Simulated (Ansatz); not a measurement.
## SrTiO3 (I4/mcm): band gap by G0W0 on PBE

How far does one-shot GW move the PBE gap of SrTiO3 (I4/mcm)?

Calculated with Ansatz 0.2.0; PBE, then G0W0 on it, plane waves, PAW.

## Step 1: The starting structure

The structure is tetragonal, space group I4/mcm (No. 140). Conventional cell: a = 5.511 Å, b = 5.511 Å, c = 7.796 Å, α = 90.00°, β = 90.00°, γ = 90.00°. Nearest to Sr lie 12 O at 2.73 to 2.78 Å. Ti has 6 O at 1.95 Å nearest. Nearest to O lie 2 Ti at 1.95 Å and 4 Sr at 2.76 Å. O has 2 Ti at 1.95 Å and 4 Sr at 2.73 to 2.78 Å nearest. Farther neighbours and most contacts between anions are not listed.

The cell and positions come from the Crystallography Open Database and are kept as given unless a step says otherwise.

## Step 2: Bands along the symmetry lines

Levels along a band path and on the mesh show where this functional puts the band edges.

This step: DFT, PBE, plane waves, PAW; PAW set soft_1.

The input, input.yaml:

```yaml
crystal:
  lattice:
    - [-2.7555, 2.7555, 3.898]
    - [2.7555, -2.7555, 3.898]
    - [2.7555, 2.7555, -3.898]
  atoms:
    - { symbol: Sr, position: [0.75, 0.25, 0.5] }
    - { symbol: Sr, position: [0.25, 0.75, 0.5] }
    - { symbol: Ti, position: [0.0, 0.0, 0.0] }
    - { symbol: Ti, position: [0.5, 0.5, 0.0] }
    - { symbol: O, position: [0.25, 0.25, 0.0] }
    - { symbol: O, position: [0.75, 0.75, 0.0] }
    - { symbol: O, position: [0.7451, 0.2451, 0.9902] }
    - { symbol: O, position: [0.2451, 0.2549, 0.5] }
    - { symbol: O, position: [0.2549, 0.7549, 0.0098] }
    - { symbol: O, position: [0.7549, 0.7451, 0.5] }
kpoints:
  mp_grid: { grid: [6, 6, 6] }
  band_path:
    path:
      - [[0.0, 0.0, 0.0], [0.0, 0.0, 0.5], [0.25, 0.25, 0.25], [0.0, 0.5, 0.0], [0.0, 0.0, 0.0], [0.5, 0.5, -0.5], [0.37492725, 0.62507275, -0.37492725]]
      - [[-0.37492725, 0.37492725, 0.37492725], [0.0, 0.0, 0.0]]
      - [[0.0, 0.0, 0.5], [-0.24985449, 0.24985449, 0.5]]
      - [[0.5, 0.5, -0.24985449], [0.5, 0.5, -0.5]]
    npoints: 10
hamiltonian:
  xc: pbe
  pseudopotentials: { kind: paw, azcp: { folder: soft_1 } }
scf:
  occupations: { method: fermi_dirac, width: 0.02 }
  n_extra_bands: 7
output:
  eigenvalues: true
  forces: true
  stress: true
  write_density: true
  write_potential: true
  elf: true
  volumetric_format: npy
```

Launch:

```sh
$ ansatz run input.yaml --threads 4 --pin off --max-ram 138240MiB --backend cuda --events-out ev --progress --plain --runs-dir out --devices 1 --max-vram 26GiB
```

Numbers of over 12 decimals in the logs are rounded to 6 here.

The log of the run:

```text
scf.n_extra_bands = 7 over 40 filled bands (N_el = 80.0): the run solves 47 bands
GPUs: using 1 of 1 available (devices: 1).
Engine: ansatz 0.2.0, x86_64-unknown-linux-gnu
Pseudopotentials: kind: paw
Pseudopotential: Sr, paw, valence charge 10, recommended cutoff 420 eV (normal), soft_1/Sr.paw.azcp
Pseudopotential: Ti, paw, valence charge 12, recommended cutoff 420 eV (normal), soft_1/Ti.paw.azcp
Pseudopotential: O, paw, valence charge 6, recommended cutoff 420 eV (normal), soft_1/O.paw.azcp
Functional definition: PBE
  parameter kappa = 0.804
  parameter beta = 0.066725
  exchange = pbe_x(kappa = kappa, mu = beta*pi^2/3)
  correlation = pbe_c(beta = beta)
device memory: the entry about to start is reckoned to put 2.5 GiB on a device that reports 67.8 GiB free (of which the cap on the GPU budget leaves the run 26.0 GiB)
GPU FFT provider: cuFFT
GPU libraries: cuBLAS 13.8.2, cuFFT 12.4.0, cuSOLVER 12.3.4
Crystal: 10 atoms, lattice volume = 118.387 Å³
Basis set: ecut = 420 eV, 2277 PW (Γ), exchange–correlation on 80×80×80 points (8 copies of the dense FFT grid, shifted against one another)
Bands: 47, of which v1, the nominal top of the filled ones, is band 40 counted from 1 (39 counted from 0)
Symmetry: 16 space group operations
Space group: I4/mcm (ITA 140), of the structure as read, at distance tolerance 4.9e-5 Å
k-points: 30 of 216
Non-local potential: Sr, projectors of the file, l = 0: 3, l = 1: 2, l = 2: 2
Non-local potential: Ti, projectors of the file, l = 0: 3, l = 1: 2, l = 2: 3, l = 3: 1
Non-local potential: O, projectors of the file, l = 0: 2, l = 1: 2, l = 2: 1
PAW form: soft (Blöchl's): semilocal exchange-correlation on the pseudo side does not see the compensation charge
PAW one-centre angular grid: Sr, 110 points (default); XC on 64 Gauss nodes
PAW one-centre angular grid: Ti, 590 points (default); XC on 64 Gauss nodes
PAW one-centre angular grid: O, 110 points (default); XC on 64 Gauss nodes
Initial density: superposition of atomic densities (chi_scale 0.1, normalization cell, long waves kept (reshape's long-wave potential 0.00 eV rms))
Initial wavefunctions: pseudopotential atomic-orbital guess
GPU buffer pool allocated for 64000 grid points (all kernels)
GPU transforms: local potential and band sums: pruned to the plane-wave sphere, on 40×40×40
Functional: x = pbe(κ = 0.804, μ = 0.219515), c = pbe(β = 0.066725)
SCF iter   1: F=—  HF=-15509.245385 eV  |F-HF|=—  |Δ(HF+E_count)|=         —  Δρ=4.98e-2  dr2=2.84e0  ethr=3.10e-3  ⟨swp⟩=15.2  Hψ=7557  notcnv=0
preconditioner: auto → Resta (q_TF=auto, 2.556 Å⁻¹)  ε∞=5.7  [insulator: Δε(μ)=2.242 eV  Ē_g=12.169 eV  σ=0.020 eV  W_gap=1.00  n_scr=26 (ndim 8)  ℏωp=26.4 eV  f_vac=0.000  D(μ)=0.00/eV (n_scr^D=0)  ε∞_Penn≈5.7]
SCF iter   2: F=—  HF=-15509.037952 eV  |F-HF|=—  |Δ(HF+E_count)|=   2.07e-1  Δρ=2.88e-2  dr2=1.07e0  ethr=3.10e-3  ⟨swp⟩=2.4  Hψ=1872  notcnv=0  defer=30
SCF iter   3: F=—  HF=-15508.963622 eV  |F-HF|=—  |Δ(HF+E_count)|=   7.43e-2  Δρ=6.73e-3  dr2=2.80e-2  ethr=1.33e-3  ⟨swp⟩=3.0  Hψ=2897  notcnv=0  defer=30
SCF iter   4: F=—  HF=-15508.973436 eV  |F-HF|=—  |Δ(HF+E_count)|=   9.81e-3  Δρ=2.73e-3  dr2=5.98e-3  ethr=3.50e-5  ⟨swp⟩=2.9  Hψ=2540  notcnv=0  defer=30
SCF iter   5: F=—  HF=-15508.976120 eV  |F-HF|=—  |Δ(HF+E_count)|=   2.68e-3  Δρ=4.02e-4  dr2=1.68e-4  ethr=7.47e-6  ⟨swp⟩=2.2  Hψ=2537  notcnv=0  defer=30
SCF iter   6: F=—  HF=-15508.976304 eV  |F-HF|=—  |Δ(HF+E_count)|=   1.84e-4  Δρ=1.36e-4  dr2=2.77e-5  ethr=2.10e-7  ⟨swp⟩=2.0  Hψ=2527  notcnv=0  defer=30
SCF iter   7: F=—  HF=-15508.976152 eV  |F-HF|=—  |Δ(HF+E_count)|=   1.51e-4  Δρ=2.77e-5  dr2=9.08e-7  ethr=3.46e-8  ⟨swp⟩=2.2  Hψ=2129  notcnv=0  defer=30
SCF iter   8: F=-15508.976153 eV  HF=-15508.976153 eV  |F-HF|=9.14e-9  |Δ(HF+E_count)|=   6.32e-7  Δρ=8.28e-6  dr2=8.18e-8  ethr=1.25e-10  ⟨swp⟩=17.3  Hψ=12295  notcnv=0
SCF 1 converged in 8 iterations: F = -15508.976153 eV  dr2 = 8.18e-8
  greatest PAW one-centre occupation: 0.999 electrons in one spin orbital (limit 2), on the Ti atom at site 2 (counted from 0), in its partial waves of l = 0
device memory: the entry about to start is reckoned to put 6.4 GiB on a device that reports 71.3 GiB free (of which the cap on the GPU budget leaves the run 26.0 GiB)
NSCF: frozen V_eff on 94 k-points, pencils in batches of 32, up to order 208
SCF converged after 8 iterations
Free energy (F): -15508.976153 eV
Harris-Foulkes:  -15508.976153 eV  (|F-HF|=9.14e-9)
Internal energy: -15508.976153 eV  (E = F + TS)
E sigma→0 (E₀):  -15508.976153 eV
Fermi energy:    10.999245 eV
--- Per-component energies (eV) ---
  E_band       = -405.000126
  E_kinetic    = 2045.841311
  E_local      = -4895.700629  (includes V_loc(G=0)·N_el)
  E_nonlocal   = 894.337302
  E_hartree    = 1698.619202
  E_xc         = -1021.389815
  E_vxc        = -1162.193415  (∫ρ·V_xc dr)
  E_paw        = -8436.224425  (= ΣΔE_a)
  E_vpaw       = -684.518524  (= ΣTr[D̂ρ^β])
  E_aug_tail   = 0.004540  (compensation charges beyond the density's cutoff)
  E_ewald      = -5794.463639
  E_smearing   = -0.000000  (= −TS)
  E_closure    = -0.000000  (closes the sum)
  Σ components = -15508.976153   (vs F -15508.976153, Δ=0.00e0)
--- Forces (eV/Å), atoms counted from 1 ---
  atom   1  Sr    -0.00000000     0.00000000     0.00000000
  atom   2  Sr     0.00000000    -0.00000000     0.00000000
  atom   3  Ti    -0.00000000    -0.00000000     0.00000000
  atom   4  Ti    -0.00000000     0.00000000     0.00000000
  atom   5  O      0.00000000     0.00000000     0.00000000
  atom   6  O      0.00000000     0.00000000     0.00000000
  atom   7  O     -0.01132502    -0.01132502     0.00000000
  atom   8  O      0.01132502    -0.01132502     0.00000000
  atom   9  O      0.01132502     0.01132502     0.00000000
  atom  10  O     -0.01132502     0.01132502     0.00000000
  max |Σ_I F_I| component: 3.47e-18 eV/Å
--- Stress (GPa, compression-positive) ---
        5.473285       0.000000       0.000000
        0.000000       5.473285       0.000000
       -0.000000       0.000000       5.462190
  P = ⅓ Tr σ = 5.4696 GPa (54.696 kbar)
--- Band table (eV; the first three rows and the last of 30) ---
  k-point 0: bands = [... 36 lower, 9.7108, 10.0363, 10.0423, 10.0423, 11.9504, 11.9504, 11.9512, 14.4121, ... 3 higher]
  k-point 1: bands = [... 36 lower, 9.5607, 9.7190, 9.7202, 10.0210, 11.9904, 12.5250, 12.5262, 14.3396, ... 3 higher]
  k-point 2: bands = [... 36 lower, 8.9884, 9.3938, 9.3938, 9.9781, 12.0737, 13.4598, 13.4605, 14.0223, ... 3 higher]
  k-point 29: bands = [... 36 lower, 8.4865, 9.3339, 9.3339, 9.9557, 12.1186, 13.8659, 13.8659, 13.9112, ... 3 higher]
```

It took 7.3 s on 1 × NVIDIA H100 80GB HBM3 (shared by 3 runs) with 4 threads of AMD EPYC 7R13 (Zen 3), shared host; peak memory 0.99 GiB; 5.4 s of CPU time.

This step gave:

* pressure: 5.470 GPa
* filled bands: 40
* gap: 1.908 eV
* valence top at: Γ
* conduction bottom at: Γ
* least direct gap: 1.908 eV

Over mesh and path the gap is 1.908 eV, direct, at k = Γ. The pressure in this cell is 5 GPa; the cell is kept.

Electronic bands along the path, in eV, zero at the top of the highest nominally filled band:

```
     point  band 37  band 38  band 39  band 40  band 41  band 42  band 43  band 44
         Γ    -0.33    -0.01     0.00     0.00     1.91     1.91     1.91     4.37
   halfway    -0.67    -0.58    -0.58    -0.04     1.99     2.97     2.97     4.13
         X    -1.55    -0.71    -0.71    -0.09     2.07     3.84     3.84     3.85
   halfway    -1.35    -1.05    -0.92    -0.21     2.39     3.62     3.84     3.85
         P    -1.30    -1.30    -0.64    -0.64     3.04     3.04     3.84     3.84
   halfway    -1.14    -1.14    -0.64    -0.64     3.15     3.15     3.67     3.67
         N    -0.90    -0.90    -0.62    -0.62     3.41     3.41     3.46     3.46
   halfway    -0.74    -0.40    -0.40    -0.19     2.45     2.53     2.53     4.20
         Γ    -0.33    -0.01     0.00     0.00     1.91     1.91     1.91     4.37
   halfway    -0.67    -0.57    -0.57    -0.05     1.99     2.97     2.97     4.14
         M    -1.56    -0.71    -0.71    -0.09     2.08     3.82     3.82     3.87
   halfway    -1.55    -0.92    -0.81    -0.15     2.24     3.77     3.79     3.85
         S    -1.43    -1.26    -1.00    -0.31     2.62     3.58     3.64     3.86
jump to S0    -1.43    -1.26    -1.00    -0.31     2.62     3.58     3.64     3.86
   halfway    -0.79    -0.66    -0.52    -0.27     2.56     2.70     2.92     3.93
         Γ    -0.33    -0.01     0.00     0.00     1.91     1.91     1.91     4.37
 jump to X    -1.55    -0.71    -0.71    -0.09     2.07     3.84     3.84     3.85
   halfway    -1.35    -1.04    -0.92    -0.21     2.39     3.62     3.84     3.85
         R    -1.30    -1.30    -0.64    -0.64     3.04     3.04     3.84     3.85
 jump to G    -1.30    -1.30    -0.64    -0.64     3.04     3.04     3.84     3.85
   halfway    -1.35    -1.04    -0.92    -0.21     2.39     3.62     3.83     3.84
         M    -1.56    -0.71    -0.71    -0.09     2.08     3.82     3.82     3.87
```

ELF in the ac plane of the conventional cell at fractional y = 0.000, with atoms of Sr and Ti and O within 0.2 Å of it. It is the smooth field of the valence electrons, not physical close to the nuclei.

Values, 21 rows by 15 columns, each cell a mean:
```
0.70 0.65 0.24 0.07 0.08 0.06 0.03 0.02 0.02 0.04 0.08 0.08 0.10 0.50 0.72
0.55 0.36 0.10 0.06 0.06 0.05 0.12 0.19 0.15 0.06 0.05 0.07 0.06 0.21 0.49
0.37 0.30 0.16 0.06 0.06 0.23 0.55 0.70 0.65 0.38 0.09 0.05 0.11 0.24 0.35
0.74 0.72 0.50 0.13 0.15 0.61 0.80 0.76 0.80 0.76 0.33 0.07 0.33 0.65 0.73
0.55 0.78 0.69 0.20 0.27 0.78 0.69 0.27 0.50 0.82 0.54 0.11 0.48 0.78 0.66
0.54 0.77 0.69 0.20 0.27 0.79 0.70 0.25 0.48 0.81 0.54 0.11 0.49 0.79 0.66
0.74 0.72 0.52 0.14 0.14 0.63 0.82 0.75 0.78 0.76 0.35 0.07 0.33 0.67 0.75
0.39 0.31 0.18 0.07 0.05 0.24 0.58 0.72 0.66 0.40 0.10 0.05 0.11 0.25 0.37
0.53 0.33 0.09 0.06 0.06 0.05 0.12 0.21 0.18 0.08 0.05 0.06 0.06 0.22 0.47
0.71 0.65 0.23 0.07 0.08 0.06 0.03 0.02 0.02 0.04 0.07 0.08 0.11 0.49 0.71
0.64 0.69 0.29 0.08 0.09 0.06 0.03 0.01 0.02 0.05 0.08 0.09 0.13 0.57 0.70
0.70 0.53 0.16 0.07 0.07 0.05 0.04 0.05 0.04 0.04 0.06 0.08 0.07 0.36 0.67
0.35 0.23 0.09 0.06 0.05 0.10 0.30 0.46 0.39 0.17 0.05 0.05 0.06 0.15 0.31
0.59 0.52 0.32 0.09 0.09 0.43 0.74 0.81 0.80 0.61 0.19 0.05 0.21 0.46 0.57
0.70 0.79 0.62 0.17 0.22 0.73 0.77 0.54 0.68 0.82 0.46 0.09 0.43 0.75 0.74
0.46 0.76 0.70 0.21 0.29 0.79 0.65 0.15 0.41 0.81 0.56 0.11 0.50 0.79 0.61
0.69 0.78 0.63 0.18 0.22 0.74 0.78 0.52 0.65 0.81 0.47 0.09 0.43 0.76 0.74
0.61 0.54 0.35 0.10 0.08 0.45 0.76 0.82 0.79 0.62 0.21 0.05 0.21 0.47 0.59
0.35 0.22 0.09 0.06 0.05 0.10 0.31 0.48 0.41 0.19 0.06 0.05 0.07 0.15 0.31
0.69 0.52 0.15 0.06 0.07 0.05 0.04 0.06 0.06 0.04 0.06 0.07 0.08 0.36 0.65
0.64 0.70 0.28 0.08 0.09 0.06 0.03 0.01 0.02 0.05 0.08 0.09 0.13 0.56 0.70
```
Columns run along a (5.5 Å), rows up along c (7.8 Å), edges of the conventional cell, whose origin can differ from the input's. Atoms in or near the plane, at fractional coordinates: Sr at (0.50, 0.75), Sr at (0.50, 0.25), Ti at (0.00, 0.00), Ti at (0.00, 0.50), O at (0.00, 0.25), O at (0.00, 0.75).

Valence density in the ac plane of the conventional cell at fractional y = 0.000, with atoms of Sr and Ti and O within 0.2 Å of it. It is the smooth field of the valence electrons, not physical close to the nuclei.

Ten steps, logarithmic in the rise over the least value, from '_' (0 e/Å³) to '@' (11 e/Å³), each cell a mean:
```
@@%%==....__________....::**@@
##++::..____......____....==**
==--....__::--====::..__..::==
**++--....==******++::..::==**
%%##==..::++********--..::++%%
%%##==..::++********--..::++%%
**++--....==******++::..::==**
==--::..__::--====::..__..::==
**++::..____........__....--**
@@##==....__________....::**@@
@@%%==::..__________....--##@@
%%**--....____________..::++%%
++--....__..::::::..____..::==
++==::....--++++++==..__..--++
%%**--..::==******++--..::++##
@@##==..::++********--..--**%%
%%**--..::==******++--..::++##
++==::....--++++++==::__..--++
++--....__..::--::..____..::==
%%**--....____________..::++%%
@@%%==::..__________....--##@@
```
Columns run along a (5.5 Å), rows up along c (7.8 Å), edges of the conventional cell, whose origin can differ from the input's. Atoms in or near the plane, at fractional coordinates: Sr at (0.50, 0.75), Sr at (0.50, 0.25), Ti at (0.00, 0.00), Ti at (0.00, 0.50), O at (0.00, 0.25), O at (0.00, 0.75).

[end of part 1 of 2]

[Paths, hosts, dates, memory and timing lines, banners, echoed tables and standing remarks are left out of the program output.]

[Logs are printed without paths, hosts, clocks, repeated set-up lines and the standing remarks that a program may print on its own settings, such as how far it seeks lower states.]

[Runs of the session that timed out or met a known fault of the program may be left out.]

[Cells called generated may have been cut or substituted from an entry of the Crystallography Open Database or the Materials Project.]

[Hosts, paths, dates, database ids (printed as entryN), source tags and the programs' standing remarks are cut or masked in the printed files.]

[Where an RPA ε∞ is given, it is that of the G0W0 mesh and is not shown converged in it. Names of k-points follow the symmetry that the program found, which can be lower than the space group named. Band edges on a path are those of the sampled points; other points can move an edge, and change direct to indirect where valleys lie close.]

[Hybrid gaps are those of their k-mesh and are not shown converged in it.]
